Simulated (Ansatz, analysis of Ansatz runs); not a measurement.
# Migration in P2Ir (P2_1/c): Li_i hop between interstitial places, charge +1

Wanted: path and barrier of a jump of Li in P2Ir (P2_1/c) at charge +1. The case: Li_i hop between interstitial places, in a cell of 48 host atoms with 1 Li put in.

Calculated with Ansatz 0.2.0; plane-wave PAW DFT, r2SCAN; nudged elastic band between two relaxed defect structures at fixed charge in a uniform background.

Most raw output is cut from this account.

### Step 1. Set-up

The cell holds 49 atoms: 32 P, 16 Ir and 1 Li. Cell: a = 11.229 Å, b = 8.765 Å, c = 11.229 Å, α = 110.7°, β = 117.7°, γ = 109.3°. It derives from P2Ir (space group P2_1/c). Nearest the centre at fractional (0.742, 0.390, 0.394): P4 at 1.14 Å, Li49 at 1.71 Å, Ir36 at 1.90 Å, Ir39 at 2.30 Å, P7 at 2.38 Å, P27 at 2.48 Å, P13 at 2.58 Å, P24 at 2.76 Å. The cell carries charge +1.

The cell's shortest repeat is 8.8 Å.

### Step 2. Relaxation of the start point, charge +1

A barrier is counted from a minimum, so both ends are relaxed first. Small random displacements break the symmetry of the ideal sites, so that the defect can distort if it gains by it. The charge of +1 is set by the electron count, and a uniform background keeps the cell neutral.

qp1.start/input.yaml

```yaml
crystal:
  lattice:
    - [-7.90135964, 5.80582367, 5.47271028]
    - [3.63941147, -5.80582367, 5.46597464]
    - [7.90135964, 5.80582367, -5.47271028]
  atoms:
    - { symbol: P, position: [0.37593347, 0.0140002, 0.5197652] }
    - { symbol: P, position: [0.37593347, 0.5140002, 0.0197652] }
    - { symbol: P, position: [0.87593347, 0.0140002, 0.0197652] }
    - { symbol: P, position: [0.87593347, 0.5140002, 0.5197652] }
    - { symbol: P, position: [0.005765, 0.2359998, 0.61193327] }
    - { symbol: P, position: [0.005765, 0.7359998, 0.11193327] }
    - { symbol: P, position: [0.505765, 0.2359998, 0.11193327] }
    - { symbol: P, position: [0.505765, 0.7359998, 0.61193327] }
[... 37 atom lines left out ...]
    - { symbol: Ir, position: [0.14631435, 0.78181927, 0.63662247] }
    - { symbol: Ir, position: [0.64631435, 0.28181927, 0.63662247] }
    - { symbol: Ir, position: [0.64631435, 0.78181927, 0.13662247] }
    - { symbol: Li, position: [0.703638, 0.269404, 0.476969] }
total_charge: 1
basis:
  ecutwfc: 500
  xc_grid: 2
hamiltonian:
  xc: r2scan
kpoints:
  mp_grid: { grid: [1, 1, 1] }
scf:
  occupations: { method: fixed }
  max_iter: 60
output:
  forces: true
relax:
  f_tol: 0.015
  max_steps: 70
  random_displacement: { amplitude: 0.03, seed: 627 }
```

The run is started by

```bash
$ ansatz run input.yaml --threads 4 --pin off --max-ram 7536MiB --backend cpu --events-out ev --progress --plain --runs-dir out
```

The job ended after 55 s (4 threads of Arm Neoverse V1, shared host; peak memory 1.3 GiB).

The steps of the relaxation:

| step | energy less that of the first step (eV) | largest force component (eV/Å) |
| --- | --- | --- |
| 1 | 0.0000 | 2.6435 |
| 2 | -0.8877 | 1.3170 |
| 3 | -1.3992 | 0.5501 |
| 4 | -1.4587 | 0.2944 |
| 5 | -1.4754 | 0.0705 |
| 6 | -1.4761 | 0.0205 |
| 7 | -1.4762 | 0.0025 |

The atoms that moved most (Å, from the sites as typed, ahead of the random displacement, the mean shift of all atoms taken out):

| atom | dx | dy | dz | length |
| --- | --- | --- | --- | --- |
| Li49 | -0.161 | -0.267 | 0.071 | 0.320 |
| P24 | -0.138 | -0.001 | -0.110 | 0.176 |
| P13 | 0.098 | -0.108 | -0.069 | 0.161 |
| P4 | -0.003 | 0.014 | 0.138 | 0.138 |
| P17 | 0.077 | -0.076 | -0.045 | 0.117 |
| P32 | 0.058 | 0.044 | 0.040 | 0.083 |
| Ir48 | -0.030 | 0.019 | -0.010 | 0.037 |
| Ir46 | 0.005 | 0.017 | 0.031 | 0.036 |

Neighbours of Li49 at the end:

| atom | distance (Å) |
| --- | --- |
| P4 | 2.116 |
| P13 | 2.117 |
| P24 | 2.124 |
| P32 | 2.378 |
| Ir47 | 2.417 |
| Ir39 | 2.515 |
| P12 | 2.585 |
| Ir36 | 2.751 |

This step gave:

```
free energy                                                                                       : -215730.5012 eV
largest move from the ideal geometry of this structure, a common shift of the far atoms taken out : 0.3291 Å
```

The relaxation gained 1.476 eV and ended with a largest force component of 0.0025 eV/Å.

### Step 3. Relaxation of the end point, charge +1

The end point is relaxed in the same cell and settings, so that the two energies compare.

qp1.end/input.yaml

```yaml
crystal:
  lattice:
    - [-7.90135964, 5.80582367, 5.47271028]
    - [3.63941147, -5.80582367, 5.46597464]
    - [7.90135964, 5.80582367, -5.47271028]
  atoms:
    - { symbol: P, position: [0.37593347, 0.0140002, 0.5197652] }
    - { symbol: P, position: [0.37593347, 0.5140002, 0.0197652] }
[... 1 atom line left out ...]
    - { symbol: P, position: [0.87593347, 0.5140002, 0.5197652] }
[... 2 atom lines left out ...]
    - { symbol: P, position: [0.505765, 0.2359998, 0.11193327] }
[... 5 atom lines left out ...]
    - { symbol: P, position: [0.494235, 0.2640002, 0.38806673] }
[... 6 atom lines left out ...]
    - { symbol: P, position: [0.78230137, 0.76129624, 0.35552854] }
[... 3 atom lines left out ...]
    - { symbol: P, position: [0.5942323, 0.98870376, 0.27100513] }
[... 2 atom lines left out ...]
    - { symbol: P, position: [0.71769863, 0.23870376, 0.14447146] }
[... 4 atom lines left out ...]
    - { symbol: P, position: [0.9057677, 0.51129624, 0.72899487] }
[... 3 atom lines left out ...]
    - { symbol: Ir, position: [0.64519679, 0.53181927, 0.38550492] }
[... 2 atom lines left out ...]
    - { symbol: Ir, position: [0.85368565, 0.21818073, 0.36337753] }
[... 2 atom lines left out ...]
    - { symbol: Ir, position: [0.35480321, 0.96818073, 0.11449508] }
[... 3 atom lines left out ...]
    - { symbol: Ir, position: [0.14631435, 0.78181927, 0.63662247] }
[... 2 atom lines left out ...]
    - { symbol: Li, position: [0.7794, 0.5111, 0.3116] }
total_charge: 1
basis:
  ecutwfc: 500
  xc_grid: 2
hamiltonian:
  xc: r2scan
kpoints:
  mp_grid: { grid: [1, 1, 1] }
scf:
  occupations: { method: fixed }
  max_iter: 60
output:
  forces: true
relax:
  f_tol: 0.015
  max_steps: 70
  random_displacement: { amplitude: 0.03, seed: 627 }
```

It took 50 s on 4 threads; peak memory 1.3 GiB; 3.2 min of CPU time.

Step by step:

| step | energy less that of the first step (eV) | largest force component (eV/Å) |
| --- | --- | --- |
| 1 | 0.0000 | 3.4929 |
| 2 | -1.2016 | 1.8270 |
| 3 | -1.6921 | 0.3958 |
| 4 | -1.7236 | 0.2518 |
| 5 | -1.7323 | 0.0370 |
| 6 | -1.7327 | 0.0060 |

The atoms that moved most (Å, from the sites as typed, ahead of the random displacement, the mean shift of all atoms taken out):

| atom | dx | dy | dz | length |
| --- | --- | --- | --- | --- |
| Li49 | -0.200 | 0.318 | 0.163 | 0.410 |
| P27 | -0.137 | 0.000 | -0.111 | 0.177 |
| P4 | 0.099 | 0.107 | -0.071 | 0.162 |
| P16 | -0.002 | -0.015 | 0.136 | 0.137 |
| P32 | 0.078 | 0.075 | -0.047 | 0.118 |
| P20 | 0.059 | -0.045 | 0.038 | 0.084 |
| Ir35 | -0.029 | -0.020 | -0.012 | 0.037 |
| P7 | -0.002 | -0.020 | -0.031 | 0.037 |

Neighbours of Li49 at the end:

| atom | distance (Å) |
| --- | --- |
| P16 | 2.116 |
| P4 | 2.117 |
| P27 | 2.124 |
| P20 | 2.378 |
| Ir36 | 2.417 |
| Ir43 | 2.515 |
| P7 | 2.585 |
| Ir46 | 2.751 |

This step gave:

```yaml
free_energy: -215730.5012 eV
largest_move_from_the_ideal_geometry_of_this_structure_a_common_shift_of_the_far_atoms_taken_out: 0.4199 Å
```

The relaxation gained 1.733 eV and ended with a largest force component of 0.0060 eV/Å. The end lies within 1 meV of the start.

### Step 4. Nudged elastic band, charge +1

3 movable images are laid between the ends on a pair-potential path, which keeps atoms from colliding in the first guess. Each image feels the true force across the path and a spring force along it. The highest image is set to climb to the top of the path.

This step: plane-wave PAW DFT, r2SCAN; nudged elastic band between two relaxed defect structures at fixed charge in a uniform background.

qp1.neb/input.yaml

```yaml
crystal:
  lattice:
    - [-7.90135964, 5.80582367, 5.47271028]
    - [3.63941147, -5.80582367, 5.46597464]
    - [7.90135964, 5.80582367, -5.47271028]
  atoms:
    - { symbol: P, position: [0.37550343, 0.01339666, 0.51933904] }
    - { symbol: P, position: [0.37435839, 0.50953573, 0.01771985] }
    - { symbol: P, position: [0.87501484, 0.01344865, 0.01898493] }
    - { symbol: P, position: [0.88917498, 0.53087941, 0.52524885] }
    - { symbol: P, position: [0.00560479, 0.23673708, 0.61340168] }
    - { symbol: P, position: [0.00488067, 0.7365371, 0.11347402] }
    - { symbol: P, position: [0.505707, 0.23605624, 0.11292738] }
    - { symbol: P, position: [0.50503538, 0.73674034, 0.61334414] }
    - { symbol: P, position: [0.12453243, 0.48728136, 0.48225064] }
    - { symbol: P, position: [0.12452159, 0.98766739, 0.98236828] }
    - { symbol: P, position: [0.6242577, 0.48355698, 0.9805597] }
    - { symbol: P, position: [0.62246047, 0.98194485, 0.48050909] }
    - { symbol: P, position: [0.47808007, 0.26368795, 0.38481569] }
    - { symbol: P, position: [0.49641445, 0.76405042, 0.88856395] }
    - { symbol: P, position: [0.99433557, 0.26354444, 0.8874899] }
    - { symbol: P, position: [0.99618245, 0.76382901, 0.38844316] }
    - { symbol: P, position: [0.27112193, 0.2622996, 0.35403381] }
    - { symbol: P, position: [0.28386575, 0.76393226, 0.85804761] }
    - { symbol: P, position: [0.78082221, 0.26180037, 0.85554754] }
    - { symbol: P, position: [0.78217381, 0.76045958, 0.35660678] }
    - { symbol: P, position: [0.09322007, 0.48901806, 0.26996053] }
    - { symbol: P, position: [0.09517889, 0.99103573, 0.77120479] }
    - { symbol: P, position: [0.59324295, 0.48920011, 0.77052107] }
    - { symbol: P, position: [0.58348299, 0.96285544, 0.25510191] }
    - { symbol: P, position: [0.21895825, 0.23836589, 0.64575601] }
    - { symbol: P, position: [0.21814965, 0.73738936, 0.14535804] }
    - { symbol: P, position: [0.71975924, 0.2380001, 0.14529117] }
    - { symbol: P, position: [0.71891738, 0.7389298, 0.64585596] }
    - { symbol: P, position: [0.40916995, 0.01425956, 0.73250116] }
    - { symbol: P, position: [0.40550711, 0.51069121, 0.23120725] }
    - { symbol: P, position: [0.90574128, 0.01015709, 0.23048288] }
    - { symbol: P, position: [0.9126748, 0.5212273, 0.73910452] }
    - { symbol: Ir, position: [0.14431937, 0.03149833, 0.38682268] }
    - { symbol: Ir, position: [0.14635835, 0.53301486, 0.88776381] }
    - { symbol: Ir, position: [0.64609829, 0.03226502, 0.88704408] }
    - { symbol: Ir, position: [0.64470392, 0.53121069, 0.38707702] }
    - { symbol: Ir, position: [0.35481232, 0.21770059, 0.8640132] }
    - { symbol: Ir, position: [0.35370871, 0.71745148, 0.36393206] }
    - { symbol: Ir, position: [0.85528562, 0.21835861, 0.36404679] }
    - { symbol: Ir, position: [0.85429974, 0.71888677, 0.86490496] }
    - { symbol: Ir, position: [0.35403019, 0.46888023, 0.61526479] }
    - { symbol: Ir, position: [0.35459578, 0.967913, 0.11503349] }
    - { symbol: Ir, position: [0.85497128, 0.46796569, 0.11423103] }
    - { symbol: Ir, position: [0.85471828, 0.96763653, 0.6143582] }
    - { symbol: Ir, position: [0.14368147, 0.28199836, 0.13617566] }
    - { symbol: Ir, position: [0.15013122, 0.78604415, 0.63945399] }
    - { symbol: Ir, position: [0.64386295, 0.28216053, 0.6374512] }
    - { symbol: Ir, position: [0.64652242, 0.77790861, 0.13524684] }
    - { symbol: Li, position: [0.68650984, 0.26413424, 0.4422286] }
total_charge: 1
basis:
  ecutwfc: 500
  xc_grid: 2
hamiltonian:
  xc: r2scan
kpoints:
  mp_grid: { grid: [1, 1, 1] }
scf:
  occupations: { method: fixed }
  max_iter: 60
output:
  forces: true
neb:
  images: 3
  f_tol: 0.03
  climbing: true
  initial_path: idpp
  max_iterations: 45
  order_check: false
  final_atoms:
    - { symbol: P, position: [0.37552314, 0.01375783, 0.51873769] }
    - { symbol: P, position: [0.37618541, 0.51345258, 0.02027879] }
[... 1 atom line left out ...]
    - { symbol: P, position: [0.87899565, 0.51361336, 0.5367184] }
[... 2 atom lines left out ...]
    - { symbol: P, position: [0.50161673, 0.2318779, 0.11058846] }
[... 5 atom lines left out ...]
    - { symbol: P, position: [0.49419901, 0.26334683, 0.388979] }
[... 6 atom lines left out ...]
    - { symbol: P, position: [0.78228221, 0.77117291, 0.35966819] }
[... 3 atom lines left out ...]
    - { symbol: P, position: [0.59216086, 0.98731086, 0.27032596] }
[... 2 atom lines left out ...]
    - { symbol: P, position: [0.70792249, 0.21282729, 0.13043847] }
[... 4 atom lines left out ...]
    - { symbol: P, position: [0.90840032, 0.51224327, 0.7422959] }
[... 3 atom lines left out ...]
    - { symbol: Ir, position: [0.64486937, 0.53210232, 0.38938749] }
[... 2 atom lines left out ...]
    - { symbol: Ir, position: [0.85299217, 0.21786168, 0.36438273] }
[... 2 atom lines left out ...]
    - { symbol: Ir, position: [0.35364376, 0.96737999, 0.11483431] }
[... 3 atom lines left out ...]
    - { symbol: Ir, position: [0.14426973, 0.78115011, 0.63761283] }
[... 2 atom lines left out ...]
    - { symbol: Li, position: [0.82207637, 0.51406699, 0.32873704] }
```

It took 7.5 min on 4 threads; peak memory 3.4 GiB; 23 min of CPU time.

Images along the path:

| image | path (Å) | energy (eV) | Li49: x, y, z (Å) |
| --- | --- | --- | --- |
| 0 | 0.000 | 0.0000 | -0.969, 5.020, 2.781 |
| 1 | 0.813 | 0.1970 | -1.372, 4.365, 3.014 |
| 2 | 1.627 | 0.6980 | -1.823, 4.026, 3.520 |
| 3 | 2.440 | 1.9711 | -1.944, 3.862, 4.279 |
| 4 | 3.740 | 0.0000 | -2.027, 3.697, 5.510 |

Numbers from this step:

```
free energy      : -215728.5301 eV
barrier forward  : 1.971 eV
barrier backward : 1.971 eV
end less start   : 1.38e-5 eV
hop length       : 3.212 Å
```

Track of the atom that was set to move:

| image | x (Å) | y (Å) | z (Å) | nearest neighbour | distance (Å) |
| --- | --- | --- | --- | --- | --- |
| 0 | -0.969 | 5.02 | 2.781 | P | 2.116 |
| 1 | -1.372 | 4.365 | 3.014 | P | 2.113 |
| 2 | -1.823 | 4.026 | 3.52 | P | 2.019 |
| 3 | -1.944 | 3.862 | 4.279 | P | 1.959 |
| 4 | -2.027 | 3.697 | 5.51 | P | 2.116 |

The band met its tolerance of 0.03 eV/Å after 9 iterations, with image 3 on top (the start counts as 0). Li49, which moves farthest between the ends, has 4 P at 2.12 to 2.38 Å and 1 Ir at 2.42 Å nearest at the start and 3 P at 1.96 to 2.05 Å and 1 Ir at 2.18 Å at the top.

(Part 1 of 2 ends here.)

[Logs are printed without paths, hosts, clocks, repeated set-up lines and the standing remarks that a program may print on its own settings, such as how far it seeks lower states.]

[Hosts, paths, dates, database ids (printed as entryN), source tags and the programs' standing remarks are cut or masked in the printed files.]
